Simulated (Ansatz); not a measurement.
**Site preference of Ge in place of Si in amorphous Si (76 atoms)**

At which site of amorphous Si (76 atoms) does Ge in place of Si cost least, and what about the site decides it?

Program: Ansatz 0.2.0. Level of theory: Kohn-Sham DFT, LDA, PAW (set soft_1), plane waves; PAW set soft_1. Values are calculated unless marked as measured.

## 1. The system as given

The cell holds 76 atoms: 76 Si. Cell: a = 11.521 Å, b = 11.521 Å, c = 11.521 Å, α = 90.0°, β = 90.0°, γ = 90.0°. 76 atoms (76 Si) placed at random at 2.32 g/cm³, melted at 3500 K for 10 ps at fixed volume with the Tersoff potential (Tersoff, Phys. Rev. B 39, 5566 (1989)). Quenched from 3100 K to 500 K at 10 K/ps and fixed volume, annealed at 900 K for 50 ps, held 5 ps.

What the set-up can't give: The quench rate of 10 K/ps is many orders above laboratory rates, so the cell is likely richer in defects and strain than a real sample. The network of bonds at the start is that of the classical potential that made the cell, and needn't be the one that DFT or experiment would give. The Brillouin zone is sampled at Γ only, in a cell whose shortest periodic width is 12 Å.

## 2. Single point at the start

The forces at the start show how far the geometry lies from a minimum of this functional.

input.yaml

```yaml
crystal:
  lattice:
    - [11.5206, 0.0, 0.0]
    - [0.0, 11.5206, 0.0]
    - [0.0, 0.0, 11.5206]
  atoms:
    - { symbol: Si, position: [0.95, 0.28552, 0.07037] }
    - { symbol: Si, position: [0.64106, 0.37171, 0.10822] }
    - { symbol: Si, position: [0.06368, 0.07066, 0.20779] }
    - { symbol: Si, position: [0.29236, 0.29258, 0.07379] }
    - { symbol: Si, position: [0.89287, 0.31356, 0.57323] }
    - { symbol: Si, position: [0.69684, 0.04495, 0.04457] }
    - { symbol: Si, position: [0.69534, 0.29656, 0.58705] }
    - { symbol: Si, position: [0.4938, 0.7925, 0.74485] }
    - { symbol: Si, position: [0.20573, 0.5953, 0.2961] }
    - { symbol: Si, position: [0.22056, 0.80848, 0.58627] }
    - { symbol: Si, position: [0.87022, 0.62539, 0.46932] }
    - { symbol: Si, position: [0.81901, 0.62821, 0.80846] }
    - { symbol: Si, position: [0.2523, 0.20827, 0.88077] }
    - { symbol: Si, position: [0.12072, 0.4444, 0.73406] }
    - { symbol: Si, position: [0.99357, 0.05757, 0.71783] }
    - { symbol: Si, position: [0.2888, 0.30945, 0.69567] }
    - { symbol: Si, position: [0.29405, 0.9171, 0.03733] }
    - { symbol: Si, position: [0.03432, 0.16731, 0.90136] }
    - { symbol: Si, position: [0.7671, 0.54377, 0.11797] }
    - { symbol: Si, position: [0.96724, 0.50327, 0.03988] }
    - { symbol: Si, position: [0.27633, 0.86382, 0.39973] }
    - { symbol: Si, position: [0.53303, 0.97594, 0.15672] }
    - { symbol: Si, position: [0.31265, 0.35567, 0.46859] }
    - { symbol: Si, position: [0.66371, 0.22923, 0.77096] }
    - { symbol: Si, position: [0.95813, 0.77817, 0.76921] }
    - { symbol: Si, position: [0.21972, 0.57791, 0.86097] }
    - { symbol: Si, position: [0.6526, 0.3857, 0.9099] }
    - { symbol: Si, position: [0.33483, 0.65216, 0.70124] }
    - { symbol: Si, position: [0.4369, 0.71169, 0.38334] }
    - { symbol: Si, position: [0.55015, 0.7061, 0.92803] }
    - { symbol: Si, position: [0.3985, 0.1341, 0.17345] }
    - { symbol: Si, position: [0.452, 0.24083, 0.34839] }
    - { symbol: Si, position: [0.3392, 0.48631, 0.00599] }
    - { symbol: Si, position: [0.05768, 0.67875, 0.94308] }
    - { symbol: Si, position: [0.32414, 0.08017, 0.43076] }
    - { symbol: Si, position: [0.99064, 0.99008, 0.0301] }
    - { symbol: Si, position: [0.76493, 0.21411, 0.13464] }
    - { symbol: Si, position: [0.11769, 0.29032, 0.40339] }
    - { symbol: Si, position: [0.11996, 0.2684, 0.19324] }
    - { symbol: Si, position: [0.56597, 0.5641, 0.39478] }
    - { symbol: Si, position: [0.48467, 0.98864, 0.75568] }
    - { symbol: Si, position: [0.74266, 0.61316, 0.61405] }
    - { symbol: Si, position: [0.55781, 0.85215, 0.46454] }
    - { symbol: Si, position: [0.79897, 0.81713, 0.25631] }
    - { symbol: Si, position: [0.05053, 0.47341, 0.23422] }
    - { symbol: Si, position: [0.31806, 0.01671, 0.85336] }
    - { symbol: Si, position: [0.50328, 0.50569, 0.88641] }
    - { symbol: Si, position: [0.66175, 0.04506, 0.83544] }
    - { symbol: Si, position: [0.1144, 0.81831, 0.07115] }
    - { symbol: Si, position: [0.65, 0.9441, 0.30871] }
    - { symbol: Si, position: [0.81737, 0.88369, 0.06603] }
    - { symbol: Si, position: [0.76281, 0.11168, 0.31459] }
    - { symbol: Si, position: [0.7476, 0.70765, 0.9852] }
    - { symbol: Si, position: [0.50111, 0.43089, 0.25229] }
    - { symbol: Si, position: [0.44929, 0.78704, 0.08282] }
    - { symbol: Si, position: [0.0185, 0.73878, 0.58223] }
    - { symbol: Si, position: [0.43618, 0.47117, 0.69094] }
    - { symbol: Si, position: [0.96359, 0.82128, 0.38213] }
    - { symbol: Si, position: [0.25277, 0.99783, 0.22608] }
    - { symbol: Si, position: [0.12654, 0.77968, 0.27882] }
    - { symbol: Si, position: [0.82312, 0.93815, 0.74329] }
    - { symbol: Si, position: [0.50458, 0.0323, 0.54696] }
    - { symbol: Si, position: [0.60671, 0.47635, 0.57084] }
    - { symbol: Si, position: [0.954, 0.02662, 0.36787] }
    - { symbol: Si, position: [0.96378, 0.31555, 0.76733] }
    - { symbol: Si, position: [0.62366, 0.17242, 0.45229] }
    - { symbol: Si, position: [0.98445, 0.44397, 0.4331] }
    - { symbol: Si, position: [0.18186, 0.97773, 0.71227] }
    - { symbol: Si, position: [0.10475, 0.54941, 0.56191] }
    - { symbol: Si, position: [0.39065, 0.60798, 0.19274] }
    - { symbol: Si, position: [0.84861, 0.43674, 0.87527] }
    - { symbol: Si, position: [0.30709, 0.57257, 0.48685] }
    - { symbol: Si, position: [0.01095, 0.14443, 0.52163] }
    - { symbol: Si, position: [0.21074, 0.13566, 0.58545] }
    - { symbol: Si, position: [0.6781, 0.80825, 0.62816] }
    - { symbol: Si, position: [0.74478, 0.62715, 0.3055] }
kpoints:
  mp_grid: { grid: [1, 1, 1] }
hamiltonian:
  xc: lda
  pseudopotentials: { kind: paw, azcp: { folder: soft_1 }, xc_functional: pbe }
scf:
  occupations: { method: gaussian, width: 0.025 }
output:
  forces: true
```

The run is started by

```
> ansatz run input.yaml --threads 4 --pin off --max-ram 8192MiB --backend cpu --events-out ev --progress --plain --runs-dir out
```

The log of the run:

```text
[...]
Pseudopotentials: kind: paw
Pseudopotential: Si, paw, valence charge 4, recommended cutoff 420 eV (normal), soft_1/Si.paw.azcp
[... 3 lines on functional and potentials left out ...]
Crystal: 76 atoms, lattice volume = 1529.063 Å³
Basis set: ecut = 420 eV, 29855 PW (Γ)
Bands: 228, of which v1, the nominal top of the filled ones, is band 152 counted from 1 (151 counted from 0)
Symmetry: 1 space group operations
Space group: P1 (ITA 1), of the structure as read, at distance tolerance 1.2e-4 Å
k-points: 1
[... 4 lines on functional and potentials left out ...]
Initial density: superposition of atomic densities (chi_scale 0.1, normalization cell)
Initial wavefunctions: pseudopotential atomic-orbital guess
[...]
SCF iter   1: F=—  HF=-46240.552630 eV  |F-HF|=—  |Δ(HF+E_count)|=         —  Δρ=4.03e-2  dr2=3.07e1  ethr=3.10e-3  ⟨swp⟩=6.0  Hψ=1084  notcnv=0  defer=51
preconditioner: auto → Resta (q_TF=auto, 2.084 Å⁻¹)  ε∞=5.8  [insulator: Δε(μ)=0.120 eV  Ē_g=7.555 eV  σ=0.025 eV  W_gap=1.00  n_scr=250 (ndim 8)  ℏωp=16.6 eV  f_vac=0.000  D(μ)=0.28/eV (n_scr^D=0)  ε∞_Penn≈5.8]
SCF iter   2: F=—  HF=-46234.338062 eV  |F-HF|=—  |Δ(HF+E_count)|=    6.21e0  Δρ=2.21e-2  dr2=8.40e0  ethr=3.10e-3  ⟨swp⟩=3.0  Hψ=367  notcnv=0  defer=66
SCF iter   3: F=—  HF=-46231.922744 eV  |F-HF|=—  |Δ(HF+E_count)|=    2.42e0  Δρ=3.68e-3  dr2=5.18e-1  ethr=2.76e-3  ⟨swp⟩=3.0  Hψ=324  notcnv=0  defer=66
SCF iter   4: F=—  HF=-46231.844247 eV  |F-HF|=—  |Δ(HF+E_count)|=   7.85e-2  Δρ=1.19e-3  dr2=9.43e-2  ethr=1.70e-4  ⟨swp⟩=3.0  Hψ=306  notcnv=0  defer=66
SCF iter   5: F=—  HF=-46231.838938 eV  |F-HF|=—  |Δ(HF+E_count)|=   5.31e-3  Δρ=4.02e-4  dr2=9.49e-3  ethr=3.10e-5  ⟨swp⟩=2.0  Hψ=180  notcnv=0  defer=14
automatic band count: iteration 5 solves 176 bands in place of 228: the levels show a gap, and the empty bands left out lie too high to hold charge; the band table lists the bands solved (type scf.n_extra_bands for more)
SCF iter   6: F=—  HF=-46231.839222 eV  |F-HF|=—  |Δ(HF+E_count)|=   2.84e-4  Δρ=1.40e-4  dr2=1.46e-3  ethr=3.12e-6  ⟨swp⟩=2.0  Hψ=223  notcnv=0  defer=14
SCF iter   7: F=—  HF=-46231.839270 eV  |F-HF|=—  |Δ(HF+E_count)|=   4.80e-5  Δρ=4.41e-5  dr2=1.13e-4  ethr=4.80e-7  ⟨swp⟩=3.0  Hψ=303  notcnv=0  defer=14
SCF iter   8: F=—  HF=-46231.839266 eV  |F-HF|=—  |Δ(HF+E_count)|=   4.25e-6  Δρ=1.15e-5  dr2=7.33e-6  ethr=3.72e-8  ⟨swp⟩=2.0  Hψ=230  notcnv=0  defer=14
SCF iter   9: F=—  HF=-46231.839342 eV  |F-HF|=—  |Δ(HF+E_count)|=   7.60e-5  Δρ=4.01e-6  dr2=9.64e-7  ethr=2.41e-9  ⟨swp⟩=2.0  Hψ=252  notcnv=0  defer=14
SCF iter  10: F=—  HF=-46231.839342 eV  |F-HF|=—  |Δ(HF+E_count)|=   9.28e-8  Δρ=1.99e-6  dr2=3.40e-7  ethr=3.17e-10  ⟨swp⟩=2.0  Hψ=257  notcnv=0  defer=14
SCF iter  11: F=-46231.839342 eV  HF=-46231.839342 eV  |F-HF|=9.17e-9  |Δ(HF+E_count)|=   1.34e-8  Δρ=5.40e-7  dr2=1.71e-8  ethr=3.29e-11  ⟨swp⟩=2.0  Hψ=602  notcnv=0
SCF 1 converged in 11 iterations: F = -46231.839342 eV  dr2 = 1.71e-8
[...]
SCF converged after 11 iterations
Free energy (F): -46231.839342 eV
Harris-Foulkes:  -46231.839342 eV  (|F-HF|=9.17e-9)
Internal energy: -46231.838384 eV  (E = F + TS)
E sigma→0 (E₀):  -46231.838863 eV
Entropy (-TS):   -0.000958 eV (-0.013 meV/atom)
Fermi energy:    6.184168 eV
--- Per-component energies (eV) ---
[...]
Σ components = -46231.839342   (vs F -46231.839342, Δ=0.00e0)
--- Forces (eV/Å), atoms counted from 1 ---
  atom   1  Si     0.45219613    -0.00295057    -0.52598470
  atom   2  Si     0.33950691     0.71157823     0.59735825
  atom   3  Si     0.01315741    -0.17851081    -0.70616896
  atom   4  Si    -0.06179234    -0.81063231    -0.68094585
[...]
atom  76  Si    -0.26101001     0.11555004    -0.48001573
  max |Σ_I F_I| component: 3.40e-5 eV/Å
```

Wall time 6.8 s (4 threads of Arm Neoverse V2, shared host); peak memory 1.2 GiB.

The r.m.s. force at the start is 0.58 eV/Å.

## 3. Relaxation

With the cell held, the atoms are moved downhill towards a nearby minimum.

input.yaml

```yaml
crystal:
  lattice:
    - [11.5206, 0.0, 0.0]
    - [0.0, 11.5206, 0.0]
    - [0.0, 0.0, 11.5206]
  atoms:
    [... the 76 atom lines of step 2 ...]
kpoints:
  mp_grid: { grid: [1, 1, 1] }
hamiltonian:
  xc: lda
  pseudopotentials: { kind: paw, azcp: { folder: soft_1 }, xc_functional: pbe }
scf:
  occupations: { method: gaussian, width: 0.025 }
output:
  forces: true
relax:
  f_tol: 0.05
  max_steps: 120
```

The log of the run:

```text
[...]
Crystal: 76 atoms, lattice volume = 1529.063 Å³
Basis set: ecut = 420 eV, 29855 PW (Γ)
Bands: 228, of which v1, the nominal top of the filled ones, is band 152 counted from 1 (151 counted from 0)
Symmetry: 1 space group operations
[...]
k-points: 1
[...]
SCF iter   1: F=—  HF=-46240.552630 eV  |F-HF|=—  |Δ(HF+E_count)|=         —  Δρ=4.03e-2  dr2=3.07e1  ethr=3.10e-3  ⟨swp⟩=6.0  Hψ=1084  notcnv=0  defer=51
[...]
SCF iter   8: F=-46231.839338 eV  HF=-46231.839341 eV  |F-HF|=2.49e-6  |Δ(HF+E_count)|=   1.71e-5  Δρ=1.27e-5  dr2=8.39e-6  ethr=2.06e-8  ⟨swp⟩=4.0  Hψ=604  notcnv=0
SCF 1 converged in 8 iterations: F = -46231.839338 eV  dr2 = 8.39e-6
[...]
relax step   1: F+E_penalty+E_count = -46231.83933847 eV  Δ(F+E_penalty+E_count) = +0.000e0 eV  max|allowed force component| = 2.029e0 eV/Å  Δτ_max = 0.0000 Å  (8 SCF iters, dr2 threshold 6.25e-5 eV, accepted)
[...]
relax step   2: F+E_penalty+E_count = -46235.11093468 eV  Δ(F+E_penalty+E_count) = -3.272e0 eV  max|allowed force component| = 6.988e-1 eV/Å  Δτ_max = 0.1948 Å  (7 SCF iters, dr2 threshold 1.00e-4 eV, accepted)
[...]
relax step   3: F+E_penalty+E_count = -46235.88209027 eV  Δ(F+E_penalty+E_count) = -7.712e-1 eV  max|allowed force component| = 4.576e-1 eV/Å  Δτ_max = 0.2000 Å  (7 SCF iters, dr2 threshold 3.05e-5 eV, accepted)
relax step   4: F+E_penalty+E_count = -46236.16170617 eV  Δ(F+E_penalty+E_count) = -2.796e-1 eV  max|allowed force component| = 1.468e-1 eV/Å  Δτ_max = 0.1964 Å  (6 SCF iters, dr2 threshold 2.48e-5 eV, accepted)
relax step   5: F+E_penalty+E_count = -46236.24007174 eV  Δ(F+E_penalty+E_count) = -7.837e-2 eV  max|allowed force component| = 2.058e-1 eV/Å  Δτ_max = 0.2000 Å  (10 SCF iters, accepted)
relax step   6: F+E_penalty+E_count = -46236.29438406 eV  Δ(F+E_penalty+E_count) = -5.431e-2 eV  max|allowed force component| = 1.066e-1 eV/Å  Δτ_max = 0.0782 Å  (7 SCF iters, dr2 threshold 4.36e-6 eV, accepted)
relax step   7: F+E_penalty+E_count = -46236.33497617 eV  Δ(F+E_penalty+E_count) = -4.059e-2 eV  max|allowed force component| = 1.590e-1 eV/Å  Δτ_max = 0.0743 Å  (7 SCF iters, dr2 threshold 3.05e-6 eV, accepted)
relax step   8: F+E_penalty+E_count = -46236.34758272 eV  Δ(F+E_penalty+E_count) = -1.261e-2 eV  max|allowed force component| = 2.890e-1 eV/Å  Δτ_max = 0.1946 Å  (7 SCF iters, dr2 threshold 6.78e-6 eV, accepted)
relax step   9: F+E_penalty+E_count = -46236.38433360 eV  Δ(F+E_penalty+E_count) = -3.675e-2 eV  max|allowed force component| = 9.758e-2 eV/Å  Δτ_max = 0.1031 Å  (5 SCF iters, dr2 threshold 8.35e-5 eV, accepted)
relax step  10: F+E_penalty+E_count = -46236.39707781 eV  Δ(F+E_penalty+E_count) = -1.274e-2 eV  max|allowed force component| = 5.440e-2 eV/Å  Δτ_max = 0.0321 Å  (8 SCF iters, accepted)
[...]
relax step  11: F+E_penalty+E_count = -46236.40520968 eV  Δ(F+E_penalty+E_count) = -8.132e-3 eV  max|allowed force component| = 4.596e-2 eV/Å  Δτ_max = 0.0432 Å  (8 SCF iters, accepted)
SCF converged after 8 iterations
Free energy (F): -46236.405210 eV
[...]
Internal energy: -46236.405210 eV  (E = F + TS)
E sigma→0 (E₀):  -46236.405210 eV
Fermi energy:    6.064554 eV
[...]
--- Forces (eV/Å), atoms counted from 1 ---
  atom   1  Si    -0.00684433    -0.00105351    -0.00768295
  atom   2  Si    -0.00012441    -0.00464990     0.00424807
  atom   3  Si     0.00217966     0.00280727    -0.00198543
  atom   4  Si    -0.00131998    -0.00769103    -0.00498852
  atom   5  Si    -0.00213908     0.00260349     0.00621280
  atom   6  Si     0.00052422    -0.00093149    -0.00132166
  atom   7  Si    -0.00017399     0.00149288     0.00432805
  atom   8  Si    -0.00467101     0.00238549    -0.00336939
  atom   9  Si    -0.00629997     0.00464304    -0.00979687
  atom  10  Si     0.01503165     0.00927392    -0.01116473
  atom  11  Si     0.02772136    -0.01534778     0.04497793
  atom  12  Si     0.00226323    -0.00852413     0.00413328
  atom  13  Si    -0.00099616    -0.00863814    -0.01120453
  atom  14  Si    -0.00452785     0.00438520     0.00135530
[...]
atom  75  Si    -0.00243278     0.00404347     0.00484769
  atom  76  Si    -0.01673540    -0.00160253    -0.01102276
  max |Σ_I F_I| component: 3.12e-5 eV/Å
--- Relaxed structure (11 steps of the walk, 11 accepted, 0 SCFs on fresh bases) ---
  F+E_penalty+E_count = -46236.40520968 eV   max|allowed force component| = 4.596e-2 eV/Å
  atoms:
    - { symbol: Si, position: [0.949334, 0.267081, 0.050652] }
    - { symbol: Si, position: [0.657740, 0.372807, 0.117270] }
    - { symbol: Si, position: [0.055772, 0.053840, 0.207382] }
    - { symbol: Si, position: [0.284924, 0.276181, 0.065146] }
[...]
- { symbol: Si, position: [0.738366, 0.624306, 0.292894] }
```

Run time: 50 s. Hardware: 4 threads; peak memory 1.2 GiB; 3.2 min of CPU time.

The relaxation converged after 11 steps, 4.57 eV below its start, with a largest force component of 0.046 eV/Å.

## 4. Single point at the relaxed geometry

The electronic structure is read at the final geometry, in a run of its own.

input.yaml

```yaml
crystal:
  lattice:
    - [11.5206, 0.0, 0.0]
    - [0.0, 11.5206, 0.0]
    - [0.0, 0.0, 11.5206]
  atoms:
    - { symbol: Si, position: [0.94933, 0.26708, 0.05065] }
    - { symbol: Si, position: [0.65774, 0.37281, 0.11727] }
    - { symbol: Si, position: [0.05577, 0.05384, 0.20738] }
    - { symbol: Si, position: [0.28492, 0.27618, 0.06515] }
    - { symbol: Si, position: [0.90002, 0.32655, 0.56297] }
    - { symbol: Si, position: [0.68741, 0.03367, 0.04296] }
    [... 64 atom lines left out ...]
    - { symbol: Si, position: [0.84285, 0.44911, 0.87008] }
    - { symbol: Si, position: [0.30003, 0.56492, 0.476] }
    - { symbol: Si, position: [0.00658, 0.15533, 0.53078] }
    - { symbol: Si, position: [0.21175, 0.14873, 0.58895] }
    - { symbol: Si, position: [0.68152, 0.80967, 0.63372] }
    - { symbol: Si, position: [0.73837, 0.62431, 0.29289] }
kpoints:
  mp_grid: { grid: [1, 1, 1] }
hamiltonian:
  xc: lda
  pseudopotentials: { kind: paw, azcp: { folder: soft_1 }, xc_functional: pbe }
scf:
  occupations: { method: gaussian, width: 0.025 }
output:
  forces: true
  stress: true
  populations: true
  dos:
    method: { smearing: { sigma: 0.1 } }
    de: 0.1
    projected: { site_lists: { Si: [Si] } }
  eigenvalues: true
  write_density: true
  write_potential: true
  volumetric_format: npy
  elf: true
```

The log of the run:

```text
[...]
Crystal: 76 atoms, lattice volume = 1529.063 Å³
Basis set: ecut = 420 eV, 29855 PW (Γ)
Bands: 228, of which v1, the nominal top of the filled ones, is band 152 counted from 1 (151 counted from 0)
Symmetry: 1 space group operations
[...]
k-points: 1
[...]
SCF iter   1: F=—  HF=-46245.784316 eV  |F-HF|=—  |Δ(HF+E_count)|=         —  Δρ=4.14e-2  dr2=3.34e1  ethr=3.10e-3  ⟨swp⟩=6.0  Hψ=1076  notcnv=0  defer=51
[...]
SCF iter  13: F=-46236.405202 eV  HF=-46236.405202 eV  |F-HF|=5.49e-9  |Δ(HF+E_count)|=   1.30e-8  Δρ=6.77e-7  dr2=2.45e-8  ethr=3.29e-11  ⟨swp⟩=21.0  Hψ=2317  notcnv=0
SCF 1 converged in 13 iterations: F = -46236.405202 eV  dr2 = 2.45e-8
[...]
SCF converged after 13 iterations
Free energy (F): -46236.405202 eV
[...]
Internal energy: -46236.405202 eV  (E = F + TS)
E sigma→0 (E₀):  -46236.405202 eV
Fermi energy:    6.064575 eV
[...]
--- Forces (eV/Å), atoms counted from 1 ---
  atom   1  Si    -0.00633595    -0.00084421    -0.00775950
  atom   2  Si    -0.00032555    -0.00482355     0.00449694
  atom   3  Si     0.00215775     0.00263267    -0.00152544
  atom   4  Si    -0.00123733    -0.00719994    -0.00517406
  atom   5  Si    -0.00152293     0.00250688     0.00618727
  atom   6  Si     0.00022599    -0.00026163    -0.00138442
  atom   7  Si    -0.00045747     0.00171956     0.00413613
  atom   8  Si    -0.00462822     0.00164721    -0.00362336
  atom   9  Si    -0.00655787     0.00484249    -0.00954002
  atom  10  Si     0.01499703     0.00953445    -0.01151020
  atom  11  Si     0.02821558    -0.01584182     0.04427196
  atom  12  Si     0.00183774    -0.00876941     0.00408009
  atom  13  Si    -0.00130924    -0.00898403    -0.01156173
  atom  14  Si    -0.00524103     0.00470726     0.00088377
[...]
atom  75  Si    -0.00238009     0.00374308     0.00495950
  atom  76  Si    -0.01758830    -0.00270427    -0.01027967
  max |Σ_I F_I| component: 2.30e-5 eV/Å
--- Stress (GPa, compression-positive) ---
       -2.842909      -0.462314       1.447718
       -0.462314      -3.817439       1.558685
        1.447718       1.558685      -2.830363
  P = ⅓ Tr σ = -3.1636 GPa (-31.636 kbar)
--- Band table (eV) ---
[...]
--- Löwdin populations: 76 sites ---
  site symbol       q [e]
     0     Si      3.9171
     1     Si      3.9629
     2     Si      3.9310
[...]
75     Si      4.0382
  spilling = 0.011980 (of n_electrons = 304.000000)
```

Run time: 13 s. Hardware: 4 threads; peak memory 1.2 GiB; 49 s of CPU time.

Numbers from this run:

```yaml
free_energy: -46236.4052 eV
free_energy_per_atom: -608.3738 eV/atom
scf_cycles: 13
pressure: -3.164 GPa
r_m_s_force_component: 0.00901 eV/Å
longest_force: 0.05484 eV/Å
fermi_energy: 6.065 eV
spacing_of_highest_filled_and_lowest_empty_level: 0.2645 eV
spilling_of_the_projection: 0.01198
```

[end of part 1 of 3]

[Long decimals in the printed logs are rounded to 6 places.]

[Logs are printed without paths, hosts, clocks, repeated set-up lines and the standing remarks that a program may print on its own settings, such as how far it seeks lower states.]

[Hosts, paths, dates, database ids (printed as entryN), source tags and the programs' standing remarks are cut or masked in the printed files.]
